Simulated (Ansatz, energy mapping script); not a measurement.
**KMnS2: J from the energies of magnetic orders**

Aim: the exchange couplings of KMnS2 from the energies of a few collinear orders, and the ordering temperature that they give.

Calculated with Ansatz 0.2.0; PBE with U = 4 eV on Mn d, ortho-atomic projectors; plane waves, U on orthogonalised atomic orbitals unless named otherwise, collinear spin, no spin–orbit coupling.

## Step 1: Set-up

Symmetry: I-4m2, No. 119, tetragonal system. The conventional cell has a = 3.804 Å, b = 3.804 Å, c = 13.864 Å, α = 90.00°, β = 90.00°, γ = 90.00°. K has 8 S at 3.35 Å nearest. Nearest to Mn lie 4 S at 2.41 Å. S has 2 Mn at 2.41 Å and 4 K at 3.35 Å nearest. invented: RbMnSe2 (I-4m2) with S for Se, K for Rb. Farther neighbours and most contacts between anions are not listed.

Coordinates:

```cif
data_structure
_symmetry_space_group_name_H-M 'P 1'
_symmetry_Int_Tables_number 1
_cell_length_a 7.4357
_cell_length_b 7.4357
_cell_length_c 7.4357
_cell_angle_alpha 150.355
_cell_angle_beta 150.355
_cell_angle_gamma 42.421
_cell_volume 100.33
loop_
_atom_site_label
_atom_site_type_symbol
_atom_site_fract_x
_atom_site_fract_y
_atom_site_fract_z
_atom_site_occupancy
K1 K 0.00000 0.00000 0.00000 1
Mn2 Mn 0.25000 0.75000 0.50000 1
S3 S 0.64365 0.64365 0.00000 1
S4 S 0.35635 0.35635 0.00000 1
```

This cell was built for the study (invented: RbMnSe2 (I-4m2) with S for Se, K for Rb), not taken from an experiment; the compound need not form in this structure.

The cell was relaxed beforehand in Ansatz under PBE with U = 4 eV on Mn d, ortho-atomic projectors, from parallel moments.

The U corrects the self-interaction that lets semilocal functionals spread d and f electrons too far. Its value here is typed, not computed.

## Step 2: Which atoms carry moments

One run in the crystal's own cell, under PBE with U = 3.6 eV on Mn d, ortho-atomic projectors, shows which elements keep a moment. Transition or f elements with 0.3 μB or more enter the spin model; moments induced on other atoms do not.

Input file input.yaml:

```yaml
crystal:
  lattice:
    - [-1.902240748, 1.902240748, 6.932001885]
    - [1.902240748, -1.902240748, 6.932001885]
    - [1.902240748, 1.902240748, -6.932001885]
  atoms:
    - { symbol: K, position: [0.0, 0.0, 0.0] }
    - { symbol: Mn, position: [0.25, 0.75, 0.5], spin: 4.5 }
    - { symbol: S, position: [0.643650832, 0.643650832, 0.0] }
    - { symbol: S, position: [0.356349168, 0.356349168, 0.0] }
magnetization:
  spin_polarized: true
kpoints:
  mp_grid: { grid: [9, 9, 9] }
hamiltonian:
  xc: pbe
  hubbard:
    sites: [{ species: Mn, l: d, u_eff: 3.6 }]
    projectors: ortho-atomic
scf:
  occupations: { method: fermi_dirac, width: 0.05 }
output:
  eigenvalues: true
```

Command:

```console
$ ansatz run input.yaml --threads 4 --pin off --max-ram 8192MiB --backend cpu --events-out ev --progress --plain --runs-dir out
```

Numbers of over 12 decimals in the logs are rounded to 6 here.

The log of the run:

```text
basis.fft_grid_basis auto: the FFT boxes are laid along the combinations [[1, 0, 1], [0, 1, 1], [0, 0, 1]] of the cell's own vectors, 3.804, 3.804 and 7.436 Å long. The dense box has 27×27×50 points. Along the cell's own vectors, as sized, it would have 50×50×50, 3.43 times as many. Of the 8 symmetry operations that the crystal satisfies within crystal.symmetry.tolerance (time reversal apart; of a slab, those that ke [...]
Engine: ansatz 0.2.0, aarch64-unknown-linux-gnu
Pseudopotentials: kind: paw
Pseudopotential: K, paw, valence charge 9, recommended cutoff 420 eV (normal), K.paw.azcp
Pseudopotential: Mn, paw, valence charge 15, recommended cutoff 420 eV (normal), Mn.paw.azcp
Pseudopotential: S, paw, valence charge 6, recommended cutoff 420 eV (normal), S.paw.azcp
Functional definition: PBE
  parameter kappa = 0.804
  parameter beta = 0.066725
  exchange = pbe_x(kappa = kappa, mu = beta*pi^2/3)
  correlation = pbe_c(beta = beta)
Crystal: 4 atoms, lattice volume = 100.334 Å³
Basis set: ecut = 420 eV, 1963 PW (Γ), FFT grids on a1+a3, a2+a3, a3
Bands: 25, of which v1, the nominal top of the filled ones, is band 18 counted from 1 (17 counted from 0)
Symmetry: 8 space group operations
Space group: I-4m2 (ITA 119), of the structure as read, at distance tolerance 4.6e-5 Å
Magnetic group: BNS 119.315 (UNI 975), of the structure as read, at distance tolerance 4.6e-5 Å
k-points: 75 of 729 (time reversal used)
Non-local potential: K, projectors of the file, l = 0: 3, l = 1: 2, l = 2: 2
Non-local potential: Mn, projectors of the file, l = 0: 3, l = 1: 2, l = 2: 3, l = 3: 1
Non-local potential: S, projectors of the file, l = 0: 2, l = 1: 2, l = 2: 2
PAW form: soft (Blöchl's): semilocal exchange-correlation on the pseudo side does not see the compensation charge
PAW one-centre angular grid: K, 110 points (default); XC on 64 Gauss nodes
PAW one-centre angular grid: Mn, 590 points (default); XC on 64 Gauss nodes
PAW one-centre angular grid: S, 110 points (default); XC on 64 Gauss nodes
Initial density: superposition of atomic densities (chi_scale 0.1, normalization cell, long waves kept (reshape's long-wave potential 0.11 eV rms))
Starting moments: Σ|m| = 4.5 μB on 1 of 4 sites
Initial wavefunctions: pseudopotential atomic-orbital guess
Functional: x = pbe(κ = 0.804, μ = 0.219515), c = pbe(β = 0.066725)
SCF iter   1: F=—  HF=-7242.897964 eV  |F-HF|=—  |Δ(HF+E_count)|=         —  Δρ=2.44e-2 (↑2.44e-2 ↓2.04e-2)  dr2=2.78e0  dr2_m=1.31e-1  M=4.186 μB ∫|m|=4.985 μB  β_m=1.00  ethr=3.10e-3  ⟨swp⟩=7.8  Hψ=18782  notcnv=0
preconditioner: auto → Kerker (q_TF=auto, 2.300 Å⁻¹)  [metal: Δε(μ)=0.020 eV  Ē_g=11.056 eV  σ=0.050 eV  W_gap=0.10  n_scr=20 (ndim 8)  ℏωp=18.9 eV  f_vac=0.000  D(μ)=2.46/eV (n_scr^D=12)]
[...]
SCF iter  14: F=—  HF=-7242.475117 eV  |F-HF|=—  |Δ(HF+E_count)|=   5.66e-7  Δρ=6.67e-6 (↑6.67e-6 ↓5.66e-6)  dr2=5.33e-7  dr2_m=2.29e-9  M=4.000 μB ∫|m|=5.224 μB  β_m=0.90  ethr=4.61e-9  ⟨swp⟩=2.4  Hψ=4807  notcnv=0  defer=277
iter 15 met the thresholds in force, and the SCF goes on: an eigenvalue changes by 0.68 meV, over its tolerance of 0.50 meV (output.eigenvalues, Limitations)
SCF iter  15: F=-7242.475117 eV  HF=-7242.475117 eV  |F-HF|=3.64e-8  |Δ(HF+E_count)|=   1.56e-7  Δρ=1.58e-6 (↑1.58e-6 ↓1.49e-6)  dr2=5.68e-8  dr2_m=8.59e-11  M=4.000 μB ∫|m|=5.224 μB  β_m=0.95  ethr=2.78e-10  ⟨swp⟩=5.1  Hψ=14398  notcnv=0
SCF iter  16: F=-7242.475117 eV  HF=-7242.475117 eV  |F-HF|=4.43e-9  |Δ(HF+E_count)|=   1.10e-8  Δρ=1.42e-6 (↑1.42e-6 ↓6.53e-7)  dr2=7.21e-9  dr2_m=2.07e-10  M=4.000 μB ∫|m|=5.224 μB  ethr=1.58e-10  ⟨swp⟩=1.0  Hψ=9236  notcnv=0
SCF 1 converged in 16 iterations: F = -7242.475117 eV  dr2 = 7.21e-9
[...]
the search or the solves at the SCF's close seem to have found levels that the self-consistency loop had missed (the run counts 1). By its estimate they hold under 1e-12 electrons; where the run keeps them, the occupations were computed again with them
SCF converged after 16 iterations
an eigenvalue changed by more than its tolerance at an iteration that met the thresholds in force, so the SCF went on 1 time: the last check found none over its tolerance
Magnetization: 4.0001 μB (20.0000 up, 16.0000 down)
Absolute magnetization: 5.2236 μB (∫|ρ↑−ρ↓|, with the PAW one-centre terms)
Spin contamination: 0.6230 ħ² per cell (⟨S²⟩ above its minimum at these occupations)
Per-site moments (μB) at R_I (Å): [(0.00506647, 1.380699), (4.133201, 0.992785), (-0.226872, 0.992785), (-0.226872, 0.992785)]
Free energy (F): -7242.475117 eV
Harris-Foulkes:  -7242.475117 eV  (|F-HF|=4.43e-9)
Internal energy: -7242.461888 eV  (E = F + TS)
E sigma→0 (E₀):  -7242.468503 eV
Entropy (-TS):   -0.013228 eV (-3.307 meV/atom)
Fermi energy:    4.725342 eV
--- Per-component energies (eV) ---
  E_band       = -495.782924
  E_kinetic    = 762.847228
  E_local      = -3806.792404  (includes V_loc(G=0)·N_el)
  E_nonlocal   = 318.989468
  E_hartree    = 1530.117523
  E_xc         = -439.677704
  E_vxc        = -480.562926  (∫ρ·V_xc dr)
  E_hubbard    = 0.894609  (on-site DFT+U / exact-exchange correction)
  E_vhub       = -7.733554  (the Hubbard potential's part of the band-sum identity)
  E_paw        = -3286.520569  (= ΣΔE_a)
  E_vpaw       = -342.769713  (= ΣTr[D̂ρ^β])
  E_aug_tail   = -0.000010  (compensation charges beyond the density's cutoff)
  E_ewald      = -2322.320029
  E_smearing   = -0.013228  (= −TS)
  E_closure    = -0.000000  (closes the sum)
  Σ components = -7242.475117   (vs F -7242.475117, Δ=0.00e0)
--- Band table (eV; the first three rows and the last of 150) ---
  k-point 0 ↑: bands = [... 14 lower, 0.6999, 1.9806, 4.0733, 4.0733, 5.1248, 5.4671, 5.4671, 7.9485, ... 3 higher]
  k-point 1 ↑: bands = [... 14 lower, 0.6371, 1.9785, 3.8021, 3.8707, 4.9503, 4.9979, 5.2145, 8.7055, ... 3 higher]
  k-point 2 ↑: bands = [... 14 lower, 0.4974, 1.8894, 3.2154, 3.5011, 4.3336, 4.4380, 4.9666, 9.7931, ... 3 higher]
  k-point 74 ↓: bands = [... 14 lower, 3.9299, 4.1811, 7.6745, 7.8053, 8.2495, 8.7977, 8.8947, 10.0515, ... 3 higher]
Occupation matrices written to <dir>
```

The job ended after 21 s (4 threads of Arm Neoverse V1, shared host; peak memory 0.62 GiB; 78 s of CPU time).

Spin moment in the sphere by atom:

```csv
atom,spin moment in the sphere (μB)
K1,0.01
Mn2,4.13
S3,-0.23
S4,-0.23
```

The run ends ferromagnetic; Mn carries the moments.

## Step 3: One set of occupation matrices for all orders

A corrected shell can settle in several orbital fillings. One parallel run, with an occupation width a fifth wider than the orders use, therefore is to supply the occupation matrices. All orders start from them.

input.yaml, the sections that differ from step 2:

```yaml
kpoints:
  mp_grid: { grid: [13, 13, 13] }
hamiltonian:
  xc: pbe
  hubbard:
    sites: [{ species: Mn, l: d, u_eff: 4.0 }]
    projectors: ortho-atomic
scf:
  occupations: { method: fermi_dirac, width: 0.06 }
# crystal, magnetization, output: as in step 2
```

The log of the run:

```text
[...]
Crystal: 4 atoms, lattice volume = 100.334 Å³
Basis set: ecut = 420 eV, 1963 PW (Γ), FFT grids on a1+a3, a2+a3, a3
Bands: 25, of which v1, the nominal top of the filled ones, is band 18 counted from 1 (17 counted from 0)
Symmetry: 8 space group operations
[...]
k-points: 196 of 2197 (time reversal used)
[...]
Starting moments: Σ|m| = 4.5 μB on 1 of 4 sites
[...]
SCF iter   1: F=—  HF=-7242.803487 eV  |F-HF|=—  |Δ(HF+E_count)|=         —  Δρ=2.50e-2 (↑2.50e-2 ↓2.04e-2)  dr2=2.82e0  dr2_m=1.43e-1  M=4.232 μB ∫|m|=5.004 μB  β_m=1.00  ethr=3.10e-3  ⟨swp⟩=7.6  Hψ=48734  notcnv=0
[...]
SCF iter  16: F=-7242.378533 eV  HF=-7242.378533 eV  |F-HF|=4.90e-9  |Δ(HF+E_count)|=   1.26e-8  Δρ=1.20e-6 (↑1.20e-6 ↓5.80e-7)  dr2=7.34e-9  dr2_m=1.53e-10  M=4.000 μB ∫|m|=5.287 μB  ethr=2.67e-10  ⟨swp⟩=1.0  Hψ=22515  notcnv=0
SCF 1 converged in 16 iterations: F = -7242.378533 eV  dr2 = 7.34e-9
[...]
SCF converged after 16 iterations
[...]
Magnetization: 4.0003 μB (20.0002 up, 15.9998 down)
Absolute magnetization: 5.2863 μB (∫|ρ↑−ρ↓|, with the PAW one-centre terms)
[...]
Per-site moments (μB) at R_I (Å): [(0.00448967, 1.380699), (4.163457, 0.992785), (-0.236957, 0.992785), (-0.236957, 0.992785)]
Free energy (F): -7242.378533 eV
[...]
Internal energy: -7242.356296 eV  (E = F + TS)
E sigma→0 (E₀):  -7242.367415 eV
Entropy (-TS):   -0.022237 eV (-5.559 meV/atom)
Fermi energy:    4.718576 eV
[...]
--- Band table (eV; the first three rows and the last of 392) ---
  k-point 0 ↑: bands = [... 14 lower, 0.4779, 1.9438, 4.0734, 4.0734, 5.1058, 5.4526, 5.4526, 7.9506, ... 3 higher]
  k-point 1 ↑: bands = [... 14 lower, 0.4489, 1.9490, 3.9343, 3.9662, 5.0375, 5.1858, 5.3027, 8.3591, ... 3 higher]
  k-point 2 ↑: bands = [... 14 lower, 0.3658, 1.9380, 3.5812, 3.7155, 4.7268, 4.7297, 5.1030, 9.1789, ... 3 higher]
  k-point 195 ↓: bands = [... 14 lower, 4.0387, 4.1656, 7.7587, 7.9405, 8.4408, 8.9877, 9.0525, 9.9962, ... 3 higher]
Occupation matrices written to <dir>
```

Elapsed: 48 s, on 4 threads; peak memory 1.1 GiB; 3 min of CPU time.

This step gave:

```yaml
final_state: ferromagnetic
electrons_in_the_corrected_shells: 5.278 e
largest_moment: 4.163 μB
```

## Step 4: Order 1: parallel, cell A of 8 atoms

The parallel order is the zero of energy for this cell and mesh.

Input file input.yaml:

```yaml
crystal:
  lattice:
    - [3.804481496, 0.0, 0.0]
    - [-1.902240748, 1.902240748, 6.932001885]
    - [0.0, -7.608962992, 0.0]
  atoms:
    - { symbol: K, position: [0.0, 0.0, 0.5] }
    - { symbol: K, position: [0.0, 0.0, 0.0] }
    - { symbol: Mn, position: [0.75, 0.5, 0.625], spin: 4.5 }
    - { symbol: Mn, position: [0.75, 0.5, 0.125], spin: 4.5 }
    - { symbol: S, position: [0.643650832, 0.287301664, 0.821825416] }
    - { symbol: S, position: [0.643650832, 0.287301664, 0.321825416] }
    - { symbol: S, position: [0.356349168, 0.712698336, 0.678174584] }
    - { symbol: S, position: [0.356349168, 0.712698336, 0.178174584] }
magnetization:
  spin_polarized: true
kpoints:
  mp_grid: { grid: [10, 10, 5] }
hamiltonian:
  xc: pbe
  hubbard:
    sites:
      - { species: Mn, l: d, u_eff: 4.0 }
      - { site: 2, l: d, u_eff: 4.0, starting_ns: [{ spin: up, occupation_matrix: mn2_major }, { spin: down, occupation_matrix: mn2_minor }] }
      - { site: 3, l: d, u_eff: 4.0, starting_ns: [{ spin: up, occupation_matrix: mn2_major }, { spin: down, occupation_matrix: mn2_minor }] }
    projectors: ortho-atomic
    occupation_matrices:
      mn2_major:
        matrix:
          - [0.994, 0.0, 0.0, 0.0, 0.0]
          - [0.0, 0.961, 0.0, 0.0, 0.0]
          - [0.0, 0.0, 0.961, 0.0, 0.0]
          - [0.0, 0.0, 0.0, 0.98, 0.0]
          - [0.0, 0.0, 0.0, 0.0, 0.989]
      mn2_minor:
        matrix:
          - [0.038, 0.0, 0.0, 0.0, 0.0]
          - [0.0, 0.108, 0.0, 0.0, 0.0]
          - [0.0, 0.0, 0.108, 0.0, 0.0]
          - [0.0, 0.0, 0.0, 0.093, 0.0]
          - [0.0, 0.0, 0.0, 0.0, 0.046]
scf:
  occupations: { method: fermi_dirac, width: 0.05 }
output:
  eigenvalues: true
  write_density: true
  write_potential: true
  elf: true
  volumetric_format: npy
```

The log of the run:

```text
[...]
Crystal: 8 atoms, lattice volume = 200.669 Å³
Basis set: ecut = 420 eV, 3927 PW (Γ)
Bands: 49, of which v1, the nominal top of the filled ones, is band 36 counted from 1 (35 counted from 0)
Symmetry: 4 space group operations
[...]
k-points: 141 of 500 (time reversal used)
[...]
Starting moments: Σ|m| = 9 μB on 2 of 8 sites
[...]
SCF iter   1: F=—  HF=-14485.655607 eV  |F-HF|=—  |Δ(HF+E_count)|=         —  Δρ=2.51e-2 (↑2.51e-2 ↓2.04e-2)  dr2=5.61e0  dr2_m=2.72e-1  M=8.461 μB ∫|m|=9.958 μB  β_m=1.00  ethr=3.10e-3  ⟨swp⟩=10.5  Hψ=62859  notcnv=0  defer=47
[...]
SCF iter  10: F=—  HF=-14484.752574 eV  |F-HF|=—  |Δ(HF+E_count)|=   9.72e-4  Δρ=9.07e-5 (↑8.43e-5 ↓9.07e-5)  dr2=2.57e-5  dr2_m=4.10e-6  M=8.000 μB ∫|m|=10.573 μB  β_m=0.30  ethr=2.02e-7  ⟨swp⟩=2.0  Hψ=21845  notcnv=0  defer=1160
[...]
spin-set hold released at iteration 10 (settled: charge residual and site-moment steps within their bounds): the magnetisation degrees of freedom join the quasi-Newton model from the next iteration; the mixer history was flushed
SCF iter  11: F=—  HF=-14484.752718 eV  |F-HF|=—  |Δ(HF+E_count)|=   1.45e-4  Δρ=7.80e-5 (↑6.20e-5 ↓7.80e-5)  dr2=1.56e-5  dr2_m=3.67e-6  M=8.000 μB ∫|m|=10.572 μB  β_m=0.65  ethr=3.57e-8  ⟨swp⟩=2.3  Hψ=22202  notcnv=0  defer=1160
[...]
SCF iter  16: F=-14484.753046 eV  HF=-14484.753046 eV  |F-HF|=2.42e-10  |Δ(HF+E_count)|=   4.23e-8  Δρ=6.95e-7 (↑6.95e-7 ↓6.52e-7)  dr2=9.29e-9  dr2_m=2.03e-10  M=8.000 μB ∫|m|=10.569 μB  ethr=1.39e-10  ⟨swp⟩=12.3  Hψ=52707  notcnv=0
SCF 1 converged in 16 iterations: F = -14484.753046 eV  dr2 = 9.29e-9
[...]
SCF converged after 16 iterations
Magnetization: 8.0003 μB (40.0001 up, 31.9999 down)
Absolute magnetization: 10.5673 μB (∫|ρ↑−ρ↓|, with the PAW one-centre terms)
[...]
Per-site moments (μB) at R_I (Å): [(0.00458411, 1.380699), (0.00458411, 1.380699), (4.162458, 0.992785), (4.162458, 0.992785), (-0.236993, 0.992785), (-0.236993, 0.992785), (-0.236992, 0.992785), (-0.236992, 0.992785)]
Free energy (F): -14484.753046 eV
[...]
Internal energy: -14484.724590 eV  (E = F + TS)
E sigma→0 (E₀):  -14484.738818 eV
Entropy (-TS):   -0.028456 eV (-3.557 meV/atom)
Fermi energy:    4.703842 eV
[...]
--- Specified on-site occupations, and those of the state reported ---
  electrons in the specified blocks: 10.5560 specified, 10.5562 found
  site 2 (l=d) ↑: largest change of an orbital's occupation 0.0014; electrons 4.8850 specified, 4.8850 found; spectral distance 0.0017
[...]
site 3 (l=d) ↓: largest change of an orbital's occupation 0.0005; electrons 0.3930 specified, 0.3931 found; spectral distance 0.0007
[...]
--- Band table (eV; the first three rows and the last of 282) ---
  k-point 0 ↑: bands = [... 32 lower, 2.2530, 4.0721, 4.0721, 4.0909, 4.3103, 4.8788, 5.1058, 5.1998, ... 9 higher]
  k-point 1 ↑: bands = [... 32 lower, 2.3661, 3.8087, 3.9631, 4.1367, 4.5120, 4.7697, 4.9775, 5.1711, ... 9 higher]
  k-point 2 ↑: bands = [... 32 lower, 2.6730, 3.2152, 4.0106, 4.3115, 4.4186, 4.5461, 4.7695, 4.9783, ... 9 higher]
  k-point 140 ↓: bands = [... 32 lower, 7.4332, 7.5741, 8.1136, 8.1660, 8.3051, 8.3366, 8.4458, 8.5326, ... 9 higher]
Occupation matrices written to <dir>
```

It took 2.7 min on 4 threads; peak memory 2.2 GiB.

Spin moment in the sphere by atom:

```csv
atom,spin moment in the sphere (μB)
K1,0.00
K2,0.00
Mn3,4.16
Mn4,4.16
S5,-0.24
S6,-0.24
S7,-0.24
S8,-0.24
```

The run ends ferromagnetic.

Spin density in the ac plane at fractional y = 0.000, with atoms of K within 0.2 Å of it.

Ten even steps from '_' (0.15 × 1e-3 e/Å³) to '@' (2.69 × 1e-3 e/Å³), each cell a mean:
```
--::____..::::--::::..__..--
..______..::------::..____..
______..::--==++==--::..____
....::--==++******++--::::..
::::--==++##%%%%%%**++--::::
::----==**%%@@@@@@##++==----
::::--==**##%%@@%%##++==--::
::::::--==**######**==--::::
____..::--==++++++==--::..__
______..::----==--::::______
--::____..::----::::..____::
==--..__..::::--::::..__::--
--::____..::::--::::..__..--
..______..::------::..______
______..::====++==--::..____
....::--==++******++--::::..
::::--==++##%%%%%%**++----::
::----==**%%@@@@@@##++==----
::::--==**##@@@@%%##++==--::
::::::--==**######++==--::::
__....::--==++++++==--::..__
______..::----==--::..______
--::____..::----::::..____::
==--..__..::::--::::..__::--
```
Columns run along a (3.8 Å), rows up along c (7.6 Å). Atoms in or near the plane, at fractional coordinates: K at (0.00, 0.50), K at (0.00, 0.00).

ELF in the ac plane at fractional y = 0.000, with atoms of K within 0.2 Å of it. It is the smooth field of the valence electrons, not physical close to the nuclei.

Values, 24 rows by 14 columns, each cell a mean:
```
0.72 0.81 0.87 0.80 0.47 0.08 0.01 0.01 0.02 0.18 0.59 0.83 0.86 0.78
0.86 0.87 0.83 0.64 0.26 0.03 0.01 0.01 0.01 0.08 0.37 0.72 0.85 0.86
0.81 0.77 0.59 0.28 0.07 0.02 0.02 0.02 0.02 0.02 0.10 0.38 0.67 0.78
0.38 0.30 0.14 0.04 0.02 0.03 0.04 0.04 0.03 0.02 0.02 0.06 0.20 0.33
0.05 0.04 0.02 0.02 0.03 0.04 0.05 0.05 0.05 0.04 0.02 0.02 0.02 0.04
0.01 0.01 0.01 0.02 0.03 0.05 0.05 0.06 0.05 0.04 0.03 0.02 0.01 0.01
0.02 0.01 0.01 0.02 0.03 0.04 0.05 0.05 0.05 0.04 0.03 0.02 0.01 0.02
0.18 0.13 0.05 0.02 0.02 0.03 0.04 0.04 0.04 0.03 0.02 0.03 0.07 0.15
0.71 0.64 0.42 0.16 0.04 0.02 0.02 0.03 0.02 0.02 0.06 0.23 0.51 0.67
0.86 0.85 0.77 0.51 0.17 0.02 0.01 0.01 0.01 0.05 0.25 0.61 0.81 0.86
0.80 0.84 0.86 0.76 0.40 0.06 0.01 0.01 0.01 0.14 0.53 0.81 0.87 0.83
0.59 0.75 0.87 0.82 0.53 0.11 0.01 0.01 0.02 0.22 0.64 0.85 0.85 0.71
0.70 0.80 0.87 0.80 0.48 0.09 0.01 0.01 0.02 0.18 0.60 0.83 0.86 0.78
0.87 0.87 0.83 0.64 0.25 0.03 0.01 0.01 0.01 0.07 0.36 0.72 0.86 0.87
0.79 0.75 0.57 0.28 0.07 0.02 0.02 0.02 0.02 0.02 0.11 0.37 0.65 0.76
0.41 0.33 0.16 0.05 0.02 0.02 0.03 0.04 0.03 0.02 0.02 0.07 0.22 0.36
0.03 0.02 0.02 0.02 0.03 0.04 0.05 0.05 0.05 0.04 0.02 0.01 0.02 0.03
0.01 0.01 0.01 0.02 0.03 0.05 0.05 0.06 0.05 0.04 0.03 0.02 0.01 0.01
0.01 0.01 0.01 0.02 0.03 0.04 0.05 0.05 0.05 0.04 0.03 0.02 0.01 0.01
0.22 0.16 0.07 0.03 0.02 0.03 0.04 0.04 0.04 0.03 0.02 0.03 0.10 0.18
0.68 0.61 0.39 0.15 0.04 0.02 0.03 0.03 0.02 0.02 0.05 0.21 0.48 0.63
0.87 0.86 0.78 0.52 0.17 0.02 0.01 0.01 0.01 0.05 0.26 0.62 0.82 0.86
0.79 0.84 0.86 0.76 0.40 0.06 0.01 0.01 0.01 0.14 0.53 0.81 0.87 0.83
0.59 0.75 0.87 0.82 0.53 0.11 0.01 0.01 0.02 0.22 0.65 0.85 0.85 0.71
```
Columns run along a (3.8 Å), rows up along c (7.6 Å). Atoms in or near the plane, at fractional coordinates: K at (0.00, 0.50), K at (0.00, 0.00).

(Continued in part 2 of 3.)

[Logs and program files are shortened in this print: banners, set-up blocks, solver, clock and traceback lines can be left out without a mark of their own.]

[Logs are printed without paths, hosts, clocks, repeated set-up lines and the standing remarks that a program may print on its own settings, such as how far it seeks lower states.]

[Hosts, paths, dates, database ids (printed as entryN), source tags and the programs' standing remarks are cut or masked in the printed files.]

[Where a cell is said to come from a database of computed structures, the database is the Materials Project.]
